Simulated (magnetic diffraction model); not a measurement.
**Which magnetic order? CaZn₂Fe**

Space group I4/mmm (no. 139), a = 4.0970 Å, c = 8.7610 Å.

| site | atom | x | y | z |
| --- | --- | --- | --- | --- |
| 4d | Zn | 1/2 | 0 | 1/4 |
| 2a | Fe | 0 | 0 | 0 |
| 2b | Ca | 1/2 | 1/2 | 0 |

This is a made-up structure (elements placed in a structure type, unrelaxed), so the numbers test the method and describe no known phase.

Only Fe is taken to order (form factors of Fe2+); orders and moment sizes are assumed, and not adapted to the symmetry. Radiation: neutrons of λ = 1.594 Å, 5° to 80°; isotropic B of 0.85 Å² (Zn), 0.92 Å² (Fe) and 0.65 Å² (Ca). Simulated constant-wavelength pattern: nuclear and magnetic terms add, the magnetic one as |2.695 fm × Σ f S⊥ exp(2πi Q·r) exp(−B s²)|², summed over all Q at one angle with the factor 1/(sin²θ cos θ). For collinear order S is the moment m, which repeats by lattice and centring translations R with the sign exp(−2πi k·R). Free-ion form factors, Sears's scattering lengths of 1992, no absorption; a label names one of the reflections at its angle. The strongest nuclear line in the range is 100, and lines under 0.2 are left out.

Above the ordering temperature:

| 2θ (°) | index | I |
| --- | --- | --- |
| 20.97 | (0 0 2) | 1.0 |
| 24.80 | (1 0 1) | 8.1 |
| 31.94 | (1 1 0) | 0.9 |
| 38.52 | (1 1 2) | 100.0 |
| 39.16 | (1 0 3) | 3.2 |
| 42.68 | (0 0 4) | 20.5 |
| 45.79 | (2 0 0) | 35.8 |
| 50.87 | (2 0 2) | 0.7 |
| 52.77 | (2 1 1) | 3.6 |
| 54.28 | (1 1 4) | 0.6 |
| 59.30 | (1 0 5) | 1.4 |
| 61.80 | (2 1 3) | 2.6 |
| 64.38 | (2 0 4) | 38.1 |
| 66.76 | (2 2 0) | 17.9 |
| 70.83 | (2 2 2) | 0.4 |
| 72.41 | (3 0 1) | 1.0 |
| 75.36 | (1 1 6) | 29.2 |
| 75.93 | (3 1 0) | 0.3 |
| 78.01 | (2 1 5) | 1.7 |
| 79.81 | (3 1 2) | 53.3 |

Below it (cell unchanged):

```tsv
2θ (°)	I
20.97	1.9
24.80	9.6
31.94	1.2
38.52	100.4
39.16	3.8
42.68	20.6
45.79	35.9
50.87	0.8
52.77	3.8
54.28	0.8
59.30	1.5
61.80	2.8
64.38	38.2
66.76	17.9
70.83	0.4
72.41	1.0
75.36	29.2
75.93	0.4
78.01	1.8
79.81	53.3
```

**Question.** Find the propagation vector, then choose among these models:
A. collinear moments along [100], 1.15 μB on Fe
B. collinear moments along [111], 1.15 μB on Fe
C. collinear moments along [001], 1.15 μB on Fe

No line moves, and magnetic intensity falls on nuclear lines such as the one at 24.80°, so the magnetic cell equals the chemical primitive cell: k = 0.

Magnetic intensity, observed (below minus above) and for each model:

| 2θ (°) | index | observed | A | B | C |
| --- | --- | --- | --- | --- | --- |
| 20.97 | (0 0 2) | 0.9 | 0.9 | 0.3 | <0.2 |
| 24.80 | (1 0 1) | 1.4 | 1.4 | 1.8 | 2.0 |
| 31.94 | (1 1 0) | 0.3 | 0.3 | 0.5 | 0.6 |
| 39.16 | (1 0 3) | 0.5 | 0.5 | 0.3 | 0.2 |

Model A matches.

The structure used: k = (0 0 0), collinear moments along [100], 1.15 μB on Fe.

[Logs are printed without paths, hosts, clocks, repeated set-up lines and the standing remarks that a program may print on its own settings, such as how far it seeks lower states.]
